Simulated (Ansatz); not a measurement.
# La on Pt(100): change of the work function

Wanted: Δφ(θ) for La/Pt(100), starting from the hollow site.

Method: plane-wave DFT, PBE, Ansatz PAW, in Ansatz 0.2.0.

**1. Set-up**

The cell holds 4 atoms: 4 Pt. Its edges and angles: a = 2.772 Å, b = 2.772 Å, c = 23.880 Å, α = 90.0°, β = 90.0°, γ = 90.0°. Vacuum lies along c.

**2. The clean slab**

The bare slab comes first, as the zero from which every change is counted. The two lowest layers are held at bulk places and the upper ones relax. The dipole correction removes the false field that a one-sided slab makes across the periodic vacuum, so each face gets a flat vacuum level of its own.

input.yaml

```yaml
crystal:
  lattice:
    - [2.7718585823, 0.0, 0.0]
    - [0.0, 2.7718585823, 0.0]
    - [0.0, 0.0, 23.88]
  atoms:
    - { symbol: Pt, position: [0.5, 0.5, 0.3768844221] }
    - { symbol: Pt, position: [0.0, 0.0, 0.458961474] }
    - { symbol: Pt, position: [0.5, 0.5, 0.541038526] }
    - { symbol: Pt, position: [0.0, 0.0, 0.6231155779] }
kpoints:
  mp_grid: { grid: [12, 12, 1] }
hamiltonian:
  xc: pbe
scf:
  occupations: { method: fermi_dirac, width: 0.1 }
  convergence: { dr2_threshold: 1.0e-08 }
efield:
  axis: 3
  dipole_correction: true
  ramp_position: 0.97
  ramp_width: 0.06
relax:
  f_tol: 0.02
  max_steps: 60
  constraints: [{ sites: [0, 1] }]
output:
  write_potential: true
  write_density: true
  volumetric_format: npy
```

Command:

```
$ ansatz run input.yaml --threads 4 --pin off --max-ram 16384MiB --backend cpu --events-out ev --progress --plain --runs-dir out
```

Log:

```text
Engine: ansatz 0.2.0, aarch64-unknown-linux-gnu
Pseudopotentials: kind: paw
Pseudopotential: Pt, paw, valence charge 18, recommended cutoff 420 eV (normal), Pt.paw.azcp
Functional definition: PBE
  parameter kappa = 0.804
  parameter beta = 0.066725
  exchange = pbe_x(kappa = kappa, mu = beta*pi^2/3)
  correlation = pbe_c(beta = beta)
Crystal: 4 atoms, lattice volume = 183.475 Å³
Basis set: ecut = 420 eV, 3659 PW (Γ), exchange–correlation on 40×40×320 points (8 copies of the dense FFT grid, shifted against one another)
Bands: 44, of which v1, the nominal top of the filled ones, is band 36 counted from 1 (35 counted from 0)
Symmetry: 8 space group operations
k-points: 28 of 144
Non-local potential: Pt, projectors of the file, l = 0: 3, l = 1: 2, l = 2: 2, l = 3: 1
PAW form: soft (Blöchl's): semilocal exchange-correlation on the pseudo side does not see the compensation charge
PAW one-centre angular grid: Pt, 590 points (default); XC on 64 Gauss nodes
Initial density: superposition of atomic densities (neutral atoms: chi_scale 0, normalization atom), corrected by the library's trained network
Initial wavefunctions: pseudopotential atomic-orbital guess
Functional: x = pbe(κ = 0.804, μ = 0.219515), c = pbe(β = 0.066725)
SCF iter   1: F=—  HF=-50090.468609 eV  |F-HF|=—  |Δ(HF+E_count)|=         —  Δρ=8.04e-3  dr2=7.30e-1  ethr=1.77e-3  p=0.000 e·Å  D=1.04e-13 V/Å  ΔV_dip=-0.00 eV  dr2_dipole=4.98e-7  V_vac-E_F(+/−)=5.19/5.19 eV  ⟨swp⟩=8.3  Hψ=5558  notcnv=0  defer=9
efield: sawtooth ramp at fractional position 0.9700 (set: `efield.ramp_position`, or a place that a band, a saddle search or an elastic batch's reference lends), width 0.0600; the density the first Hamiltonian is built on has a dipole p = 0.000 e·Å; the dipole correction subtracts the counter field D = 1.04e-13 V/Å, which shifts the + side's vacuum level by -0.00 eV against the − side's; the planar-averaged density in the ramp window peaks in size at 3.8e-6 e/Å³
preconditioner: auto → LDOS  [metal: Δε(μ)=0.022 eV  Ē_g=7.459 eV  σ=0.100 eV  W_gap=0.05  n_scr=36 (ndim 8)  ℏωp=17.3 eV  f_vac=0.607  D(μ)=6.87/eV (n_scr^D=54)  β→1.0]
SCF iter   2: F=—  HF=-50090.449355 eV  |F-HF|=—  |Δ(HF+E_count)|=   1.93e-2  Δρ=5.49e-3  dr2=9.54e-2  ethr=1.01e-3  p=0.000 e·Å  D=3.52e-5 V/Å  ΔV_dip=-0.00 eV  dr2_dipole=5.42e-7  V_vac-E_F(+/−)=5.66/5.67 eV  ⟨swp⟩=2.4  Hψ=1628  notcnv=0  defer=30
SCF iter   3: F=—  HF=-50090.441055 eV  |F-HF|=—  |Δ(HF+E_count)|=   8.30e-3  Δρ=1.95e-3  dr2=6.90e-2  ethr=1.33e-4  p=0.000 e·Å  D=4.87e-6 V/Å  ΔV_dip=-0.00 eV  dr2_dipole=4.18e-8  V_vac-E_F(+/−)=5.55/5.55 eV  ⟨swp⟩=2.0  Hψ=1911  notcnv=0  defer=30
SCF iter   4: F=—  HF=-50090.437309 eV  |F-HF|=—  |Δ(HF+E_count)|=   3.75e-3  Δρ=6.62e-4  dr2=1.10e-3  ethr=9.59e-5  p=0.000 e·Å  D=7.89e-7 V/Å  ΔV_dip=-0.00 eV  dr2_dipole=9.83e-10  V_vac-E_F(+/−)=5.66/5.66 eV  ⟨swp⟩=1.8  Hψ=1304  notcnv=0  defer=30
SCF iter   5: F=—  HF=-50090.437574 eV  |F-HF|=—  |Δ(HF+E_count)|=   2.65e-4  Δρ=2.48e-4  dr2=1.11e-4  ethr=1.52e-6  p=0.000 e·Å  D=8.19e-7 V/Å  ΔV_dip=-0.00 eV  dr2_dipole=2.05e-10  V_vac-E_F(+/−)=5.65/5.65 eV  ⟨swp⟩=2.8  Hψ=2122  notcnv=0  defer=30
SCF iter   6: F=—  HF=-50090.437595 eV  |F-HF|=—  |Δ(HF+E_count)|=   2.06e-5  Δρ=5.85e-5  dr2=1.53e-5  ethr=1.55e-7  p=-0.000 e·Å  D=-4.67e-8 V/Å  ΔV_dip=0.00 eV  dr2_dipole=3.46e-11  V_vac-E_F(+/−)=5.64/5.64 eV  ⟨swp⟩=2.1  Hψ=1826  notcnv=0  defer=30
SCF iter   7: F=—  HF=-50090.437619 eV  |F-HF|=—  |Δ(HF+E_count)|=   2.43e-5  Δρ=2.04e-5  dr2=1.14e-6  ethr=2.12e-8  p=-0.000 e·Å  D=-2.67e-7 V/Å  ΔV_dip=0.00 eV  dr2_dipole=3.82e-11  V_vac-E_F(+/−)=5.64/5.64 eV  ⟨swp⟩=2.3  Hψ=1864  notcnv=0  defer=30
SCF iter   8: F=—  HF=-50090.437617 eV  |F-HF|=—  |Δ(HF+E_count)|=   1.89e-6  Δρ=8.32e-6  dr2=3.11e-7  ethr=1.58e-9  p=0.000 e·Å  D=8.03e-9 V/Å  ΔV_dip=-0.00 eV  dr2_dipole=2.56e-13  V_vac-E_F(+/−)=5.64/5.64 eV  ⟨swp⟩=3.0  Hψ=2287  notcnv=0  defer=28
SCF iter   9: F=—  HF=-50090.437617 eV  |F-HF|=—  |Δ(HF+E_count)|=   1.58e-8  Δρ=1.89e-6  dr2=2.08e-8  ethr=4.31e-10  p=-0.000 e·Å  D=-4.39e-8 V/Å  ΔV_dip=0.00 eV  dr2_dipole=1.32e-12  V_vac-E_F(+/−)=5.64/5.64 eV  ⟨swp⟩=2.0  Hψ=1753  notcnv=0  defer=28
SCF iter  10: F=-50090.437617 eV  HF=-50090.437617 eV  |F-HF|=2.75e-9  |Δ(HF+E_count)|=   8.80e-9  Δρ=3.52e-7  dr2=3.02e-10  ethr=1.39e-11  p=-0.000 e·Å  D=-1.79e-8 V/Å  ΔV_dip=0.00 eV  dr2_dipole=1.19e-13  V_vac-E_F(+/−)=5.64/5.64 eV  ⟨swp⟩=10.2  Hψ=8697  notcnv=0
SCF 1 converged in 10 iterations: F = -50090.437617 eV  dr2 = 3.02e-10
  greatest PAW one-centre occupation: 1.000 electrons in one spin orbital (limit 2), on the Pt atom at site 2 (counted from 0), in its partial waves of l = 0
relax step   1: F+E_penalty+E_count = -50090.43761743 eV  Δ(F+E_penalty+E_count) = +0.000e0 eV  max|allowed force component| = 2.113e-1 eV/Å  Δτ_max = 0.0000 Å  (10 SCF iters, accepted)
Initial density: handed on by an earlier stage of this run
Initial wavefunctions: those handed on with the density
iter 1 solved again at ethr=1.68e-4 eV; its pass at ethr=3.10e-3 eV (dr2=1.21e-1 eV) is discarded
SCF iter   1: F=—  HF=-50090.448861 eV  |F-HF|=—  |Δ(HF+E_count)|=         —  Δρ=7.20e-3  dr2=1.44e-1  ethr=1.68e-4  p=0.000 e·Å  D=1.16e-7 V/Å  ΔV_dip=-0.00 eV  dr2_dipole=2.86e-2  V_vac-E_F(+/−)=5.68/5.68 eV  ⟨swp⟩=2.0  Hψ=4900  notcnv=0  defer=32
efield: sawtooth ramp at fractional position 0.9700 (set: `efield.ramp_position`, or a place that a band, a saddle search or an elastic batch's reference lends), width 0.0600; the density the first Hamiltonian is built on has a dipole p = 0.000 e·Å; the dipole correction subtracts the counter field D = 1.16e-7 V/Å, which shifts the + side's vacuum level by -0.00 eV against the − side's; the planar-averaged density in the ramp window peaks in size at 7.2e-7 e/Å³
eigensolver tolerance schedule calibrated: the retry pair's looser diagonalisation under-reported the residual by θ = 0.16 (0.12/decade); ethr = c·dr2/N_el runs at the constant in force after the calibration composes with the one it found (an armed cap, an earlier calibration), c = 6.5e-2
preconditioner: auto → LDOS  [metal: Δε(μ)=0.007 eV  Ē_g=7.403 eV  σ=0.100 eV  W_gap=0.02  n_scr=36 (ndim 8)  ℏωp=17.3 eV  f_vac=0.602  D(μ)=7.40/eV (n_scr^D=64)  β→1.0]
SCF iter   2: F=—  HF=-50090.446790 eV  |F-HF|=—  |Δ(HF+E_count)|=   2.07e-3  Δρ=3.16e-3  dr2=5.27e-2  ethr=1.30e-4  p=0.004 e·Å  D=4.28e-3 V/Å  ΔV_dip=-0.10 eV  dr2_dipole=1.12e-2  V_vac-E_F(+/−)=5.57/5.67 eV  ⟨swp⟩=2.0  Hψ=2079  notcnv=0  defer=32
[...]
SCF iter   4: F=—  HF=-50090.445358 eV  |F-HF|=—  |Δ(HF+E_count)|=   1.13e-3  Δρ=1.63e-4  dr2=6.22e-5  ethr=9.24e-6  p=-0.000 e·Å  D=-5.09e-5 V/Å  ΔV_dip=0.00 eV  dr2_dipole=3.74e-6  V_vac-E_F(+/−)=5.65/5.65 eV  ⟨swp⟩=2.0  Hψ=1819  notcnv=0  defer=33
SCF iter   5: F=—  HF=-50090.445347 eV  |F-HF|=—  |Δ(HF+E_count)|=   1.14e-5  Δρ=5.80e-5  dr2=2.88e-5  ethr=8.64e-8  p=-0.000 e·Å  D=-5.54e-5 V/Å  ΔV_dip=0.00 eV  dr2_dipole=1.59e-7  V_vac-E_F(+/−)=5.65/5.65 eV  ⟨swp⟩=3.0  Hψ=2355  notcnv=0  defer=33
SCF iter   6: F=—  HF=-50090.445350 eV  |F-HF|=—  |Δ(HF+E_count)|=   3.11e-6  Δρ=2.93e-5  dr2=1.00e-5  ethr=4.00e-8  p=-0.000 e·Å  D=-9.50e-5 V/Å  ΔV_dip=0.00 eV  dr2_dipole=4.97e-10  V_vac-E_F(+/−)=5.65/5.65 eV  ⟨swp⟩=1.0  Hψ=1199  notcnv=0  defer=33
SCF iter   7: F=—  HF=-50090.445343 eV  |F-HF|=—  |Δ(HF+E_count)|=   6.53e-6  Δρ=1.44e-5  dr2=1.38e-6  ethr=1.39e-8  p=-0.000 e·Å  D=-1.18e-4 V/Å  ΔV_dip=0.00 eV  dr2_dipole=5.10e-9  V_vac-E_F(+/−)=5.65/5.65 eV  ⟨swp⟩=1.1  Hψ=1219  notcnv=0  defer=33
SCF iter   8: F=—  HF=-50090.445344 eV  |F-HF|=—  |Δ(HF+E_count)|=   6.77e-7  Δρ=5.00e-6  dr2=9.92e-8  ethr=1.91e-9  p=-0.000 e·Å  D=-1.35e-4 V/Å  ΔV_dip=0.00 eV  dr2_dipole=3.42e-10  V_vac-E_F(+/−)=5.65/5.65 eV  ⟨swp⟩=2.0  Hψ=1449  notcnv=0  defer=33
SCF iter   9: F=—  HF=-50090.445344 eV  |F-HF|=—  |Δ(HF+E_count)|=   1.17e-7  Δρ=1.59e-6  dr2=1.06e-8  ethr=1.38e-10  p=-0.000 e·Å  D=-1.32e-4 V/Å  ΔV_dip=0.00 eV  dr2_dipole=1.56e-10  V_vac-E_F(+/−)=5.65/5.65 eV  ⟨swp⟩=2.1  Hψ=1693  notcnv=0  defer=33
SCF iter  10: F=-50090.445344 eV  HF=-50090.445344 eV  |F-HF|=4.93e-9  |Δ(HF+E_count)|=   2.56e-8  Δρ=6.75e-7  dr2=2.59e-9  ethr=1.39e-11  p=-0.000 e·Å  D=-1.31e-4 V/Å  ΔV_dip=0.00 eV  dr2_dipole=4.34e-11  V_vac-E_F(+/−)=5.65/5.65 eV  ⟨swp⟩=9.1  Hψ=7976  notcnv=0
SCF 3 converged in 10 iterations: F = -50090.445344 eV  dr2 = 2.59e-9
relax step   3: F+E_penalty+E_count = -50090.44534417 eV  Δ(F+E_penalty+E_count) = -7.708e-3 eV  max|allowed force component| = 2.648e-2 eV/Å  Δτ_max = 0.0673 Å  (10 SCF iters, accepted)
SCF iter   1: F=—  HF=-50090.445437 eV  |F-HF|=—  |Δ(HF+E_count)|=         —  Δρ=3.18e-4  dr2=1.94e-4  ethr=7.05e-6  p=-0.000 e·Å  D=-1.31e-4 V/Å  ΔV_dip=0.00 eV  dr2_dipole=2.64e-5  V_vac-E_F(+/−)=5.66/5.65 eV  ⟨swp⟩=2.1  Hψ=2394  notcnv=0  defer=32
efield: sawtooth ramp at fractional position 0.9700 (set: `efield.ramp_position`, or a place that a band, a saddle search or an elastic batch's reference lends), width 0.0600; the density the first Hamiltonian is built on has a dipole p = -0.000 e·Å; the dipole correction subtracts the counter field D = -1.31e-4 V/Å, which shifts the + side's vacuum level by +0.00 eV against the − side's; the planar-averaged density in the ramp window peaks in size at 4.8e-7 e/Å³
preconditioner: auto → LDOS  [metal: Δε(μ)=0.022 eV  Ē_g=7.459 eV  σ=0.100 eV  W_gap=0.06  n_scr=36 (ndim 8)  ℏωp=17.3 eV  f_vac=0.605  D(μ)=7.26/eV (n_scr^D=64)  β→1.0]
SCF iter   2: F=—  HF=-50090.445425 eV  |F-HF|=—  |Δ(HF+E_count)|=   1.19e-5  Δρ=1.34e-4  dr2=8.54e-5  ethr=2.70e-7  p=0.000 e·Å  D=5.04e-5 V/Å  ΔV_dip=-0.00 eV  dr2_dipole=1.99e-5  V_vac-E_F(+/−)=5.65/5.65 eV  ⟨swp⟩=2.9  Hψ=2553  notcnv=0  defer=32
SCF iter   3: F=—  HF=-50090.445416 eV  |F-HF|=—  |Δ(HF+E_count)|=   9.02e-6  Δρ=4.28e-5  dr2=1.09e-5  ethr=1.19e-7  p=-0.000 e·Å  D=-1.63e-4 V/Å  ΔV_dip=0.00 eV  dr2_dipole=2.88e-7  V_vac-E_F(+/−)=5.66/5.65 eV  ⟨swp⟩=2.0  Hψ=1825  notcnv=0  defer=32
SCF iter   4: F=—  HF=-50090.445411 eV  |F-HF|=—  |Δ(HF+E_count)|=   5.54e-6  Δρ=1.49e-5  dr2=5.94e-7  ethr=1.51e-8  p=-0.000 e·Å  D=-1.36e-4 V/Å  ΔV_dip=0.00 eV  dr2_dipole=3.80e-9  V_vac-E_F(+/−)=5.66/5.65 eV  ⟨swp⟩=2.0  Hψ=1747  notcnv=0  defer=32
SCF iter   5: F=—  HF=-50090.445412 eV  |F-HF|=—  |Δ(HF+E_count)|=   1.84e-6  Δρ=5.87e-6  dr2=3.03e-7  ethr=8.25e-10  p=-0.000 e·Å  D=-1.31e-4 V/Å  ΔV_dip=0.00 eV  dr2_dipole=1.47e-9  V_vac-E_F(+/−)=5.66/5.65 eV  ⟨swp⟩=2.9  Hψ=2117  notcnv=0  defer=32
SCF iter   6: F=—  HF=-50090.445412 eV  |F-HF|=—  |Δ(HF+E_count)|=   4.17e-8  Δρ=3.53e-6  dr2=1.11e-7  ethr=4.20e-10  p=-0.000 e·Å  D=-1.33e-4 V/Å  ΔV_dip=0.00 eV  dr2_dipole=7.73e-10  V_vac-E_F(+/−)=5.66/5.65 eV  ⟨swp⟩=1.1  Hψ=1201  notcnv=0  defer=32
SCF iter   7: F=-50090.445413 eV  HF=-50090.445413 eV  |F-HF|=8.53e-9  |Δ(HF+E_count)|=   3.68e-8  Δρ=1.34e-6  dr2=8.34e-9  ethr=1.39e-11  p=-0.000 e·Å  D=-1.32e-4 V/Å  ΔV_dip=0.00 eV  dr2_dipole=3.90e-12  V_vac-E_F(+/−)=5.66/5.65 eV  ⟨swp⟩=9.0  Hψ=8757  notcnv=0
SCF 4 converged in 7 iterations: F = -50090.445413 eV  dr2 = 8.34e-9
relax step   4: F+E_penalty+E_count = -50090.44541254 eV  Δ(F+E_penalty+E_count) = -6.837e-5 eV  max|allowed force component| = 8.249e-4 eV/Å  Δτ_max = 0.0046 Å  (7 SCF iters, accepted)
NSCF: frozen V_eff on 28 k-points
the band table was solved once a step of the walk had ended and its energy, with any forces and stress, was formed, with the checks that follow a solve (6532 applications of the Hamiltonian). They found nothing against the state; the energy, forces and stress were not computed again (output.eigenvalues in the input reference)
WARN: The output density's exchange-correlation potential varies sharply where the density is thin. Do not read a vacuum level from v_tot or v_xc, or from such a field of the output density. On a cell that repeats whose density bears no net charge and no dipole along the vacuum's axis use v_es (v_loc + v_h of the components); under efield.dipole_correction with no amplitude use v_es + v_field, which holds any externa [...]
SCF converged after 7 iterations
Free energy (F): -50090.445413 eV
Harris-Foulkes:  -50090.445413 eV  (|F-HF|=8.53e-9)
Internal energy: -50090.216692 eV  (E = F + TS)
E sigma→0 (E₀):  -50090.331052 eV
Entropy (-TS):   -0.228721 eV (-57.180 meV/atom)
Fermi energy:    3.855133 eV
Dipole field:    D = -0.000129 V/Å  (p = -0.000131 e·Å, saw-weighted, corrected)
Work function:   Φ+ = 5.6553 eV   Φ− = 5.6522 eV
Levels:          The Fermi level and band energies are counted from a zero that moves with the ramp; work functions are not
--- Per-component energies (eV) ---
  E_band       = -1889.403345
  E_kinetic    = 2546.711662
  E_local      = -116444.306202  (includes V_loc(G=0)·N_el)
  E_nonlocal   = 801.046174
  E_hartree    = 56784.297527
  E_xc         = -1043.845394
  E_vxc        = -1206.741734  (∫ρ·V_xc dr)
  E_paw        = -37816.425362  (= ΣΔE_a)
  E_vpaw       = -1154.697666  (= ΣTr[D̂ρ^β])
  E_aug_tail   = 0.000804  (compensation charges beyond the density's cutoff)
  E_efield     = 0.000000  (sawtooth field / dipole correction)
  E_vefield    = 0.000241  (∫n·V_field dr)
  E_ewald      = 45082.304099
  E_smearing   = -0.228721  (= −TS)
  E_closure    = -0.000000  (closes the sum)
  Σ components = -50090.445413   (vs F -50090.445413, Δ=0.00e0)
--- Forces (eV/Å), atoms counted from 1 ---
  atom   1  Pt    -0.00000000     0.00000000    -0.09145915
  atom   2  Pt     0.00000000     0.00000000     0.09063185
  atom   3  Pt     0.00000000     0.00000000     0.00002566
  atom   4  Pt     0.00000000     0.00000000     0.00082491
  max |Σ_I F_I| component: 2.33e-5 eV/Å
--- Band table (eV; the first three rows and the last of 28) ---
  k-point 0: bands = [... 32 lower, 3.1245, 3.2159, 3.2159, 3.8341, 4.0018, 4.1157, 4.1157, 4.1269, ... 4 higher]
  k-point 1: bands = [... 32 lower, 2.7441, 2.7810, 3.4747, 3.5937, 3.6566, 3.8896, 4.1778, 4.7078, ... 4 higher]
  k-point 2: bands = [... 32 lower, 2.4631, 2.4811, 3.4027, 3.4128, 3.4257, 3.8354, 4.1687, 5.6199, ... 4 higher]
  k-point 27: bands = [... 32 lower, 4.3781, 4.3925, 4.9579, 4.9788, 7.2040, 7.2040, 9.9928, 9.9928, ... 4 higher]
--- Relaxed structure (4 steps of the walk, 4 accepted, 0 SCFs on fresh bases) ---
  F+E_penalty+E_count = -50090.44541254 eV   max|allowed force component| = 8.249e-4 eV/Å
  atoms:
    - { symbol: Pt, position: [0.5, 0.5, 0.3768844221] }
    - { symbol: Pt, position: [0.0, 0.0, 0.458961474] }
    - { symbol: Pt, position: [0.5, 0.5, 0.542925] }
    - { symbol: Pt, position: [0, 0.0, 0.625565] }
```

Wall time 26 s (4 threads of Arm Neoverse V1, shared host); peak memory 0.53 GiB; 1.7 min of CPU time.

Relaxation path:

| step | energy less that of the first step (eV) | largest force component (eV/Å) |
| --- | --- | --- |
| 1 | 0.0000 | 0.2113 |
| 2 | 0.0000 | 0.1645 |
| 3 | -0.0077 | 0.0265 |
| 4 | -0.0078 | 0.0008 |

Forces are held to the 8 operations that the program found; a distortion that breaks them can't arise in this run.

The atoms that moved most (Å):

| atom | dx | dy | dz | length |
| --- | --- | --- | --- | --- |
| Pt4 | 0.000 | 0.000 | 0.058 | 0.058 |
| Pt3 | 0.000 | 0.000 | 0.045 | 0.045 |

The relaxed structure:

```xyz
4
Lattice="2.7719 0.0000 0.0000 0.0000 2.7719 0.0000 0.0000 0.0000 23.8800" Properties=species:S:1:pos:R:3
Pt    1.3859    1.3859    9.0000
Pt    0.0000    0.0000   10.9600
Pt    1.3859    1.3859   12.9651
Pt    0.0000    0.0000   14.9385
```

Numbers from this step:

```
energy at zero smearing   : -50090.3311 eV
work function, upper face : 5.655 eV
dipole along the normal   : -1.31e-4 e·Å
```

Running mean over 1.96 Å of the planar mean; the ramp of the sawtooth is left out. Electron's electrostatic potential energy less the Fermi level against z:

z (Å), electron's electrostatic potential energy less the Fermi level (eV) and a bar from the least value:
```
      3.0        5.7 ##############################
      3.5        5.7 ##############################
      4.0        5.7 ##############################
      4.5        5.7 ##############################
      5.0        5.6 ##############################
      5.5        5.6 ##############################
      6.0        5.6 ##############################
      6.5        5.5 ##############################
      7.0        5.0 #############################
      7.5        2.6 #########################
      8.0       -3.0 ###############
      8.5       -8.8 ######
      9.0      -11.3 #
      9.5      -11.8 #
     10.0      -12.0 
     10.5      -12.1 
     11.0      -12.1 
     11.5      -11.9 
     12.0      -11.7 #
     12.5      -11.9 
     13.0      -12.1 
     13.5      -12.0 
     14.0      -11.8 #
     14.5      -11.7 #
     15.0      -11.1 ##
     15.5       -8.2 #######
     16.0       -2.2 #################
     16.5        3.1 ##########################
     17.0        5.1 #############################
     17.5        5.5 ##############################
     18.0        5.6 ##############################
     18.5        5.6 ##############################
     19.0        5.7 ##############################
     19.5        5.7 ##############################
     20.0        5.7 ##############################
     20.5        5.7 ##############################
```

The relaxation took 4 steps and lowered the energy by 0.0078 eV; the largest force on the free atoms ends at 8.2e-4 eV/Å.

The work function of the upper face is 5.66 eV.

(Continued in part 2 of 3.)

[Long decimals in the printed logs are rounded to 6 places.]

[Logs are printed without paths, hosts, clocks, repeated set-up lines and the standing remarks that a program may print on its own settings, such as how far it seeks lower states.]

[Hosts, paths, dates, database ids (printed as entryN), source tags and the programs' standing remarks are cut or masked in the printed files.]

[Maps of the electrostatic potential energy from Ansatz leave out the sawtooth potential of an applied field or a dipole correction, so their vacuum need not be flat; planar profiles and work functions include it.]
